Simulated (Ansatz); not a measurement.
**LiH (Fm-3m): a volume series of phonon spectra**

Which modes of LiH drive its thermal expansion?

Experimental results on record:
- heat capacity C_P per formula unit 28.1 J/mol/K and bulk modulus 33.7 GPa near room temperature (given in “High-Throughput Prediction of Finite-Temperature Properties using the Quasi-Harmonic Approximation”, 2016, arXiv:1603.06924)

Calculated with Ansatz 0.2.0; DFT LDA, scalar-relativistic, plane waves, PAW.

The database entry behind the starting cell differs from later determinations by our own check (the deuteride, about 0.2 % short), so it need not match the best structure at ambient conditions.

### Step 1. Starting point

The structure is cubic, space group Fm-3m (No. 225). The conventional cell has a = 4.074 Å, b = 4.074 Å, c = 4.074 Å, α = 90.00°, β = 90.00°, γ = 90.00°. Nearest to Li lie 6 H at 2.04 Å. Nearest to H lie 6 Li at 2.04 Å. Farther neighbours are not listed.

As a file:

```cif
data_structure
_symmetry_space_group_name_H-M 'Fm-3m'
_symmetry_Int_Tables_number 225
_cell_length_a 4.0735
_cell_length_b 4.0735
_cell_length_c 4.0735
_cell_angle_alpha 90.000
_cell_angle_beta 90.000
_cell_angle_gamma 90.000
_cell_volume 67.59
loop_
_atom_site_label
_atom_site_type_symbol
_atom_site_symmetry_multiplicity
_atom_site_Wyckoff_symbol
_atom_site_fract_x
_atom_site_fract_y
_atom_site_fract_z
_atom_site_occupancy
Li1 Li 4 a 0.00000 0.00000 0.00000 1
H1 H 4 b 0.50000 0.00000 0.00000 1
```

### Step 2. A first coarse run

A cheap single point shows whether the cell is a metal or an insulator and how far it is from rest; that sets the k-mesh and the occupations of what follows.

Contents of input.yaml:

```yaml
crystal:
  lattice:
    - [0.0, 2.03675, 2.03675]
    - [2.03675, 0.0, 2.03675]
    - [2.03675, 2.03675, 0.0]
  atoms:
    - { symbol: Li, position: [0.0, 0.0, 0.0] }
    - { symbol: H, position: [0.5, 0.5, 0.5] }
kpoints:
  mp_grid: { grid: [8, 8, 8] }
hamiltonian:
  xc: lda
scf:
  occupations: { method: gaussian, width: 0.1 }
output:
  forces: true
  stress: true
  eigenvalues: true
```

Run with:

```bash
ansatz run input.yaml --threads 4 --pin off --max-ram 16384MiB --backend cpu --events-out ev --progress --plain --runs-dir out
```

Numbers of over 12 decimals in the logs are rounded to 6 here.

Output:

```text
Engine: ansatz 0.2.0, x86_64-unknown-linux-gnu
Pseudopotentials: kind: paw
Pseudopotential: Li, paw, valence charge 3, recommended cutoff 420 eV (normal), Li.paw.azcp
Pseudopotential: H, paw, valence charge 1, recommended cutoff 420 eV (normal), H.paw.azcp
Functional definition: SPW92
  exchange = slater_x
  correlation = pw_c
Crystal: 2 atoms, lattice volume = 16.898 Å³
Basis set: ecut = 420 eV, 331 PW (Γ)
Bands: 6, of which v1, the nominal top of the filled ones, is band 2 counted from 1 (1 counted from 0)
Symmetry: 48 space group operations
Space group: Fm-3m (ITA 225), of the structure as read, at distance tolerance 2.6e-5 Å
k-points: 29 of 512
Non-local potential: Li, projectors of the file, l = 0: 3, l = 1: 2, l = 2: 1
Non-local potential: H, projectors of the file, l = 0: 2, l = 1: 1
PAW form: soft (Blöchl's): semilocal exchange-correlation on the pseudo side does not see the compensation charge
PAW one-centre angular grid: Li, 110 points (default); XC on 64 Gauss nodes
PAW one-centre angular grid: H, 110 points (default); XC on 64 Gauss nodes
Initial density: superposition of atomic densities (neutral atoms: chi_scale 0, normalization atom), corrected by the library's trained network
Initial wavefunctions: pseudopotential atomic-orbital guess
Functional: x = slater, c = lda
SCF iter   1: F=—  HF=-218.197325 eV  |F-HF|=—  |Δ(HF+E_count)|=         —  Δρ=1.22e-2  dr2=1.64e-2  ethr=1.77e-3  ⟨swp⟩=3.2  Hψ=1326  notcnv=0
preconditioner: auto → none  [insulator: Δε(μ)=2.520 eV  Ē_g=13.423 eV  σ=0.100 eV  W_gap=1.00  n_scr=0 (ndim 8)  ℏωp=12.8 eV  f_vac=0.000  D(μ)=0.00/eV (n_scr^D=0)  ε∞_Penn≈1.9]
SCF iter   2: F=—  HF=-218.188270 eV  |F-HF|=—  |Δ(HF+E_count)|=   9.06e-3  Δρ=4.08e-3  dr2=1.67e-3  ethr=4.10e-4  ⟨swp⟩=1.1  Hψ=410  notcnv=0
SCF iter   3: F=—  HF=-218.186957 eV  |F-HF|=—  |Δ(HF+E_count)|=   1.31e-3  Δρ=1.58e-4  dr2=1.78e-6  ethr=4.18e-5  ⟨swp⟩=2.1  Hψ=215  notcnv=0
SCF iter   4: F=—  HF=-218.186956 eV  |F-HF|=—  |Δ(HF+E_count)|=   6.31e-7  Δρ=2.04e-5  dr2=5.49e-8  ethr=4.44e-8  ⟨swp⟩=2.2  Hψ=227  notcnv=0
iter 5 did not close the SCF: its close was put off for the readings that it lacked (scf_convergence_deferred on its scf_iter line)
SCF iter   5: F=-218.186956 eV  HF=-218.186956 eV  |F-HF|=1.13e-10  |Δ(HF+E_count)|=   3.17e-8  Δρ=1.71e-6  dr2=2.77e-10  ethr=1.37e-9  ⟨swp⟩=1.1  Hψ=179  notcnv=0
SCF iter   6: F=-218.186956 eV  HF=-218.186956 eV  |F-HF|=2.56e-13  |Δ(HF+E_count)|=  1.48e-10  Δρ=1.23e-7  dr2=9.82e-13  ethr=6.92e-12  ⟨swp⟩=1.1  Hψ=491  notcnv=0
SCF 1 converged in 6 iterations: F = -218.186956 eV  dr2 = 9.82e-13
  greatest PAW one-centre occupation: 1.000 electrons in one spin orbital (limit 2), on the Li atom at site 0 (counted from 0), in its partial waves of l = 0
SCF converged after 6 iterations
Free energy (F): -218.186956 eV
Harris-Foulkes:  -218.186956 eV  (|F-HF|=2.56e-13)
Internal energy: -218.186956 eV  (E = F + TS)
E sigma→0 (E₀):  -218.186956 eV
Fermi energy:    1.796924 eV
--- Per-component energies (eV) ---
  E_band       = -89.656436
  E_kinetic    = 35.025770
  E_local      = -125.410042  (includes V_loc(G=0)·N_el)
  E_nonlocal   = -31.700996
  E_hartree    = 34.977313
  E_xc         = -19.541927
  E_vxc        = -25.490521  (∫ρ·V_xc dr)
  E_paw        = -18.943190  (= ΣΔE_a)
  E_vpaw       = -12.034310  (= ΣTr[D̂ρ^β])
  E_aug_tail   = -0.000968  (compensation charges beyond the density's cutoff)
  E_ewald      = -92.592916
  E_smearing   = -0.000000  (= −TS)
  E_closure    = -0.000000  (closes the sum)
  Σ components = -218.186956   (vs F -218.186956, Δ=0.00e0)
--- Forces (eV/Å), atoms counted from 1 ---
  atom   1  Li    -0.00000000     0.00000000     0.00000000
  atom   2  H      0.00000000    -0.00000000    -0.00000000
  max |Σ_I F_I| component: 9.59e-31 eV/Å
--- Stress (GPa, compression-positive) ---
       -4.080787       0.000000      -0.000000
        0.000000      -4.080787       0.000000
        0.000000       0.000000      -4.080787
  P = ⅓ Tr σ = -4.0808 GPa (-40.808 kbar)
--- Band table (eV; the first three rows and the last of 29) ---
  k-point 0: bands = ["-43.0030", "-4.9088", "15.9845", "17.3948", "17.3948", "17.3948"]
  k-point 1: bands = ["-42.9967", "-4.6403", "13.7115", "16.3124", "16.8804", "16.8804"]
  k-point 2: bands = ["-42.9812", "-3.8687", "9.6704", "14.9272", "16.2125", "16.2125"]
  k-point 28: bands = ["-42.9458", "0.2388", "5.3343", "5.3343", "11.5760", "17.1940"]
```

The job ended after 1.4 s (4 threads of Intel Xeon Platinum 8375C at 2.90GHz (Ice Lake), shared host; peak memory 0.3 GiB; 1.6 s of CPU time).

This step gave:

```yaml
pressure: -4.081 GPa
gap_on_the_k_mesh: 2.656 eV
volume_per_atom: 8.449 Å³
```

The start is under -4.1 GPa at this level and looks like an insulator or semiconductor on this mesh.

### Step 3. Relaxation

The vibrations must be taken about the equilibrium of this functional, not about the starting cell, so the structure is relaxed.

input.yaml, the sections that differ from step 2:

```yaml
kpoints:
  mp_grid: { grid: [10, 10, 10] }
scf:
  occupations: { method: gaussian, width: 0.02 }
output:
  forces: true
  stress: true
  eigenvalues: true
  write_density: true
  write_potential: true
  elf: true
  volumetric_format: npy
relax:
  adjacent_minimum: "off"
  f_tol: 0.005
  max_steps: 80
  cell: { stress_tol: 0.05 }
# crystal, hamiltonian: as in step 2
```

Output:

```text
[...]
Crystal: 2 atoms, lattice volume = 16.898 Å³
Basis set: ecut = 420 eV, 331 PW (Γ)
Bands: 6, of which v1, the nominal top of the filled ones, is band 2 counted from 1 (1 counted from 0)
Symmetry: 48 space group operations
[...]
k-points: 47 of 1000
[...]
SCF iter   1: F=—  HF=-218.197468 eV  |F-HF|=—  |Δ(HF+E_count)|=         —  Δρ=1.22e-2  dr2=1.64e-2  ethr=1.77e-3  ⟨swp⟩=4.1  Hψ=2285  notcnv=0
[...]
SCF iter   6: F=-218.187068 eV  HF=-218.187068 eV  |F-HF|=2.27e-13  |Δ(HF+E_count)|=  1.01e-10  Δρ=9.19e-8  dr2=5.65e-13  ethr=1.94e-11  ⟨swp⟩=3.0  Hψ=936  notcnv=0
the search or the solves at the SCF's close seem to have found levels that the self-consistency loop had missed (the run counts 1). By its estimate they hold under 1e-12 electrons; where the run keeps them, the occupations were computed again with them
SCF 1 converged in 6 iterations: F = -218.187068 eV  dr2 = 5.65e-13
[...]
relax step   1: F+E_penalty+E_count = -218.18706751 eV  Δ(F+E_penalty+E_count) = +0.000e0 eV  max|allowed force component| = 3.172e-30 eV/Å  Δτ_max = 0.0000 Å  P = -4.085 GPa  Ω = 16.898 Å³  (6 SCF iters, accepted)
Crystal: 2 atoms, lattice volume = 15.401 Å³
Basis set: ecut = 420 eV, 307 PW (Γ)
[...]
iter 1 solved again at ethr=1.15e-4 eV; its pass at ethr=3.10e-3 eV (dr2=4.61e-3 eV) is discarded
[...]
SCF iter   5: F=-218.213465 eV  HF=-218.213465 eV  |F-HF|=1.27e-11  |Δ(HF+E_count)|=  9.01e-10  Δρ=5.88e-7  dr2=2.85e-11  ethr=9.62e-11  ⟨swp⟩=3.1  Hψ=937  notcnv=0
SCF 2 converged in 5 iterations: F = -218.213465 eV  dr2 = 2.85e-11
relax step   2: F+E_penalty+E_count = -218.21346518 eV  Δ(F+E_penalty+E_count) = -2.640e-2 eV  max|allowed force component| = 8.957e-31 eV/Å  Δτ_max = 0.0000 Å  P = -1.158 GPa  Ω = 15.401 Å³  energy of the carried Pulay correction = +9.388e-4 eV  (5 SCF iters, dr2 threshold 2.00e-7 eV, accepted)
Crystal: 2 atoms, lattice volume = 14.880 Å³
Basis set: ecut = 420 eV, 283 PW (Γ)
[...]
SCF iter   4: F=-218.215443 eV  HF=-218.215443 eV  |F-HF|=2.89e-10  |Δ(HF+E_count)|=   2.05e-7  Δρ=3.32e-6  dr2=1.16e-9  ethr=5.00e-9  ⟨swp⟩=6.9  Hψ=1600  notcnv=0
SCF 3 converged in 4 iterations: F = -218.215443 eV  dr2 = 1.16e-9
relax step   3: F+E_penalty+E_count = -218.21544272 eV  Δ(F+E_penalty+E_count) = -1.978e-3 eV  max|allowed force component| = 1.931e-30 eV/Å  Δτ_max = 0.0000 Å  P = +0.189 GPa  Ω = 14.880 Å³  energy of the carried Pulay correction = +1.286e-3 eV  (4 SCF iters, dr2 threshold 2.00e-7 eV, accepted)
[...]
relax step   4: F+E_penalty+E_count = -218.21543504 eV  Δ(F+E_penalty+E_count) = +7.684e-6 eV  max|allowed force component| = 4.427e-31 eV/Å  Δτ_max = 0.0000 Å  P = -0.007 GPa  Ω = 14.951 Å³  energy of the carried Pulay correction = +1.238e-3 eV  (3 SCF iters, dr2 threshold 8.96e-8 eV, accepted)
[...]
SCF iter   4: F=-218.214454 eV  HF=-218.214454 eV  |F-HF|=3.41e-13  |Δ(HF+E_count)|=  6.71e-10  Δρ=9.08e-8  dr2=2.37e-13  ethr=1.00e-12  ⟨swp⟩=4.1  Hψ=710  notcnv=0
SCF 5 converged in 4 iterations: F = -218.214454 eV  dr2 = 2.37e-13
relax step   5: F+E_penalty+E_count = -218.21445412 eV  Δ(F+E_penalty+E_count) = +9.809e-4 eV  max|allowed force component| = 5.069e-31 eV/Å  Δτ_max = 0.0000 Å  P = -0.050 GPa  Ω = 14.951 Å³  stress off target by 4.97e-2 GPa  SCF on the basis re-selected at this cell (its energy is not comparable with the rows above)  (4 SCF iters)
basis re-selected at this cell: Δ(F+E_penalty+E_count) = +9.809e-4 eV, ΔP = -0.043 GPa vs the last step (what re-selecting the basis moved, of the pressure what is left beyond the Pulay correction that the steps carried, after the strain that the cell walked since its last selection, with what the two solves' SCF thresholds leave and, on support functions, any second-order correction that the steps lacked; it is no m [...]
SCF converged after 4 iterations
Free energy (F): -218.214454 eV
[...]
Internal energy: -218.214454 eV  (E = F + TS)
E sigma→0 (E₀):  -218.214454 eV
Fermi energy:    2.406086 eV
[...]
--- Stress (GPa, compression-positive) ---
       -0.049705       0.000000       0.000000
        0.000000      -0.049705       0.000000
        0.000000       0.000000      -0.049705
  P = ⅓ Tr σ = -0.0497 GPa (-0.497 kbar)
--- Band table (eV; the first three rows and the last of 47) ---
[...]
--- Relaxed structure (4 steps of the walk, 4 accepted, 1 SCFs on fresh bases) ---
  F+E_penalty+E_count = -218.21445412 eV   max|allowed force component| = 5.069e-31 eV/Å   (the final SCF, on the basis selected at the relaxed cell)
  cell:  # Å, volume = 14.9507 Å³
    - [0, 1.955289, 1.955289]
    - [1.955289, 0, 1.955289]
    - [1.955289, 1.955289, 0]
  atoms:
    - { symbol: Li, position: [0, 0, 0] }
    - { symbol: H, position: [0.5, 0.5, 0.5] }
```

Wall time 0.84 s (4 threads); peak memory 0.34 GiB; 2.2 s of CPU time.

Relaxation path:

| step | energy less that of the first step (eV) | largest force component (eV/Å) | pressure (GPa) | volume (Å³) |
| --- | --- | --- | --- | --- |
| 1 | 0.0000 | 0.0000 | -4.09 | 16.90 |
| 2 | -0.0264 | 0.0000 | -1.16 | 15.40 |
| 3 | -0.0284 | 0.0000 | 0.19 | 14.88 |
| 4 | -0.0284 | 0.0000 | -0.01 | 14.95 |
| 5* | -0.0274 | 0.0000 | -0.05 | 14.95 |

Relaxation steps marked * repeat the geometry before them on a plane-wave basis chosen anew for their cell, so energy and pressure can jump there.

Forces are held to the 48 operations that the run works with; a distortion that breaks them can't arise in this run.

| conventional cell, symmetrised | before | after | change |
| --- | --- | --- | --- |
| a (Å) | 4.074 | 3.911 | -4.0 % |
| b (Å) | 4.074 | 3.911 | -4.0 % |
| c (Å) | 4.074 | 3.911 | -4.0 % |
| volume (Å³/atom) | 8.45 | 7.48 | -11.5 % |

The relaxed structure:

```xyz
2
Lattice="0.0000 1.9553 1.9553 1.9553 0.0000 1.9553 1.9553 1.9553 0.0000" Properties=species:S:1:pos:R:3 pbc="T T T"
Li    0.0000    0.0000    0.0000
H     1.9553    1.9553    1.9553
```

This step gave:

```
pressure          : -0.04971 GPa
gap on the k-mesh : 2.541 eV
volume per atom   : 7.475 Å³
```

ELF in the ac plane of the conventional cell at fractional y = 0.000, with atoms of Li and H within 0.2 Å of it. It is the smooth field of the valence electrons, not physical close to the nuclei.

Values in units of 1e-1, 14 rows by 14 columns, each cell a mean:
```
 9.2  6.5  1.4  2.2  8.0  9.8 10.0 10.0 10.0  9.6  5.6  1.0  3.4  8.2
 4.1  2.0  0.5  2.0  6.8  9.3  9.8  9.9  9.8  8.8  4.6  0.9  1.1  3.4
 1.0  0.9  1.0  1.7  4.1  6.8  8.0  8.3  7.8  5.8  2.6  1.1  0.9  1.0
 6.0  5.5  4.0  2.1  1.7  2.0  2.2  2.2  2.1  1.7  1.5  2.6  4.6  5.6
 9.7  9.3  7.9  4.0  1.0  0.5  1.4  2.1  1.1  0.5  1.7  5.8  8.8  9.6
10.0  9.9  9.3  5.5  0.9  2.0  6.5  7.6  5.0  1.1  2.1  7.8  9.8 10.0
10.0 10.0  9.7  6.0  1.0  4.1  9.2  9.7  7.6  2.1  2.2  8.3  9.9 10.0
10.0 10.0  9.6  5.6  1.0  3.4  8.2  9.2  6.5  1.4  2.2  8.0  9.8 10.0
 9.9  9.8  8.8  4.6  0.9  1.1  3.4  4.1  2.0  0.5  2.0  6.8  9.3  9.8
 8.3  7.8  5.8  2.6  1.1  0.9  1.0  1.0  0.9  1.0  1.7  4.1  6.8  8.0
 2.2  2.1  1.7  1.5  2.6  4.6  5.6  6.0  5.5  4.0  2.1  1.7  2.0  2.2
 2.1  1.1  0.5  1.7  5.8  8.8  9.6  9.7  9.3  7.9  4.0  1.0  0.5  1.4
 7.6  5.0  1.1  2.1  7.8  9.8 10.0 10.0  9.9  9.3  5.5  0.9  2.0  6.5
 9.7  7.6  2.1  2.2  8.3  9.9 10.0 10.0 10.0  9.7  6.0  1.0  4.1  9.2
```
Columns run along a (3.9 Å), rows up along c (3.9 Å), edges of the conventional cell, whose origin can differ from the input's. Atoms in or near the plane, at fractional coordinates: Li at (0.00, 0.00), Li at (0.50, 0.50), H at (0.50, 0.00), H at (0.00, 0.50).

Valence density in the ac plane of the conventional cell at fractional y = 0.000, with atoms of Li and H within 0.2 Å of it. It is the smooth field of the valence electrons, not physical close to the nuclei.

Values in e/Å³, 14 rows by 14 columns, each cell a mean:
```
5.6 2.4 0.3 0.1 0.2 0.4 0.9 1.1 0.7 0.3 0.2 0.1 0.9 3.9
1.3 0.5 0.1 0.1 0.2 0.3 0.4 0.5 0.4 0.2 0.1 0.1 0.2 0.9
0.1 0.1 0.1 0.1 0.1 0.2 0.2 0.2 0.2 0.1 0.1 0.1 0.1 0.1
0.2 0.1 0.1 0.1 0.1 0.1 0.1 0.1 0.1 0.1 0.1 0.1 0.1 0.2
0.4 0.3 0.2 0.1 0.1 0.1 0.3 0.5 0.2 0.1 0.1 0.1 0.2 0.3
0.8 0.5 0.3 0.1 0.1 0.5 2.4 3.5 1.5 0.2 0.1 0.2 0.4 0.7
1.5 0.8 0.4 0.2 0.1 1.3 5.6 7.9 3.5 0.5 0.1 0.2 0.5 1.1
1.1 0.7 0.3 0.2 0.1 0.9 3.9 5.6 2.4 0.3 0.1 0.2 0.4 0.9
0.5 0.4 0.2 0.1 0.1 0.2 0.9 1.3 0.5 0.1 0.1 0.2 0.3 0.4
0.2 0.2 0.1 0.1 0.1 0.1 0.1 0.1 0.1 0.1 0.1 0.1 0.2 0.2
0.1 0.1 0.1 0.1 0.1 0.1 0.2 0.2 0.1 0.1 0.1 0.1 0.1 0.1
0.5 0.2 0.1 0.1 0.1 0.2 0.3 0.4 0.3 0.2 0.1 0.1 0.1 0.3
3.5 1.5 0.2 0.1 0.2 0.4 0.7 0.8 0.5 0.3 0.1 0.1 0.5 2.4
7.9 3.5 0.5 0.1 0.2 0.5 1.1 1.5 0.8 0.4 0.2 0.1 1.3 5.6
```
Columns run along a (3.9 Å), rows up along c (3.9 Å), edges of the conventional cell, whose origin can differ from the input's. Atoms in or near the plane, at fractional coordinates: Li at (0.00, 0.00), Li at (0.50, 0.50), H at (0.50, 0.00), H at (0.00, 0.50).

Electrostatic potential energy in the ac plane of the conventional cell at fractional y = 0.000, with atoms of Li and H within 0.2 Å of it. With pseudopotentials it is smooth inside the atoms' cores, unlike the true potential.

Ten even steps from '_' (-36 eV) to '@' (4 eV), each cell a mean:
```
..--**@@@@%%==..**@@@@%%++::
==**%%@@@@@@%%%%@@@@@@@@##++
%%%%@@@@@@@@@@@@@@@@@@@@@@%%
@@@@@@@@@@@@@@@@@@@@@@@@@@@@
@@@@@@@@@@%%****##%%@@@@@@@@
==##@@@@%%**--::==##@@@@@@**
__==@@@@%%==..__::**@@@@%%..
..**@@@@%%++::..--**@@@@%%==
%%@@@@@@@@##++==**%%@@@@@@%%
@@@@@@@@@@@@%%%%%%@@@@@@@@@@
@@@@@@@@@@@@@@@@@@@@@@@@@@@@
**##%%@@@@@@@@@@@@@@@@@@%%**
::==##@@@@@@**==##@@@@%%**--
__::**@@@@%%..__==@@@@%%==..
```
Columns run along a (3.9 Å; values clipped at the 3rd and 97th percentile), rows up along c (3.9 Å), edges of the conventional cell, whose origin can differ from the input's. Atoms in or near the plane, at fractional coordinates: Li at (0.00, 0.00), Li at (0.50, 0.50), H at (0.50, 0.00), H at (0.00, 0.50).

The relaxation ends with a pressure of -0.05 GPa.

### Step 4. A second relaxation

The relaxation is run once more from where the first one ended, as the script does after a large change of volume or of the gap, with mesh and occupations reviewed.

input.yaml, the sections that differ from step 3:

```yaml
crystal:
  lattice:
    - [0.0, 1.9552887198, 1.9552887198]
    - [1.9552887198, 0.0, 1.9552887198]
    - [1.9552887198, 1.9552887198, 0.0]
  atoms:
    - { symbol: Li, position: [0.0, 0.0, 0.0] }
    - { symbol: H, position: [0.5, 0.5, 0.5] }
output:
  forces: true
  stress: true
  eigenvalues: true
# kpoints, hamiltonian, scf, relax: as in step 3
```

Output:

```text
[...]
Crystal: 2 atoms, lattice volume = 14.951 Å³
Basis set: ecut = 420 eV, 283 PW (Γ)
Bands: 6, of which v1, the nominal top of the filled ones, is band 2 counted from 1 (1 counted from 0)
Symmetry: 48 space group operations
[...]
k-points: 47 of 1000
[...]
P = ⅓ Tr σ = -0.0497 GPa (-0.497 kbar)
--- Band table (eV; the first three rows and the last of 47) ---
[...]
--- Relaxed structure (1 steps of the walk, 1 accepted, 1 SCFs on fresh bases) ---
[...]
cell:  # Å, volume = 14.9507 Å³
    - [0.0, 1.9552887198, 1.9552887198]
    - [1.9552887198, 0.0, 1.9552887198]
    - [1.9552887198, 1.9552887198, 0.0]
  atoms:
    - { symbol: Li, position: [0.0, 0.0, 0.0] }
    - { symbol: H, position: [0.500000, 0.500000, 0.500000] }
[key lines of the parts left out:]
SCF converged after 3 iterations
Free energy (F): -218.214454 eV
Fermi energy:    2.406086 eV
```

Wall time 0.46 s (4 threads); peak memory 0.32 GiB.

Little changed from the start: no atom moved by 0.005 Å and no cell edge by 0.1 %.

### Step 5. Tight relaxation

The thresholds are tightened for a last relaxation ahead of the phonons, and where mesh or smearing change with them the cell follows.

input.yaml, the sections that differ from step 4:

```yaml
kpoints:
  mp_grid: { grid: [12, 12, 12] }
scf:
  occupations: { method: fixed }
relax:
  adjacent_minimum: "off"
  f_tol: 0.001
  max_steps: 60
  cell: { stress_tol: 0.01 }
# crystal, hamiltonian, output: as in step 4
```

Output:

```text
[...]
Crystal: 2 atoms, lattice volume = 14.951 Å³
Basis set: ecut = 420 eV, 283 PW (Γ)
Bands: 6, of which v1, the nominal top of the filled ones, is band 2 counted from 1 (1 counted from 0)
Symmetry: 48 space group operations
[...]
k-points: 72 of 1728
[...]
P = ⅓ Tr σ = -0.0006 GPa (-0.006 kbar)
--- Band table (eV; the first three rows and the last of 72) ---
[...]
--- Relaxed structure (3 steps of the walk, 3 accepted, 1 SCFs on fresh bases) ---
[...]
cell:  # Å, volume = 14.9318 Å³
    - [0, 1.954464, 1.954464]
    - [1.954464, 0, 1.954464]
    - [1.954464, 1.954464, 0]
  atoms:
    - { symbol: Li, position: [0, 0, 0] }
    - { symbol: H, position: [0.500000, 0.500000, 0.500000] }
[key lines of the parts left out:]
SCF converged after 4 iterations
Free energy (F): -218.214487 eV
Fermi energy:    1.142785 eV
```

The job ended after 0.75 s (4 threads; peak memory 0.34 GiB; 2.1 s of CPU time).

Little changed from the start: no atom moved by 0.005 Å and no cell edge by 0.1 %.

This step gave:

| Quantity | Value |
| --- | --- |
| pressure | -6.43e-4 GPa |
| gap on the k-mesh | 2.540 eV |
| volume per atom | 7.466 Å³ |

The residual pressure is -6.4e-4 GPa, small enough for phonons.

(Part 1 of 4 ends here.)

[Logs are printed without paths, hosts, clocks, repeated set-up lines and the standing remarks that a program may print on its own settings, such as how far it seeks lower states.]

[Hosts, paths, dates, database ids (printed as entryN), source tags and the programs' standing remarks are cut or masked in the printed files.]

[A step with changed settings may run another functional than the one named; its input shows which.]

[Of the runs on displaced cells, only some may be shown.]
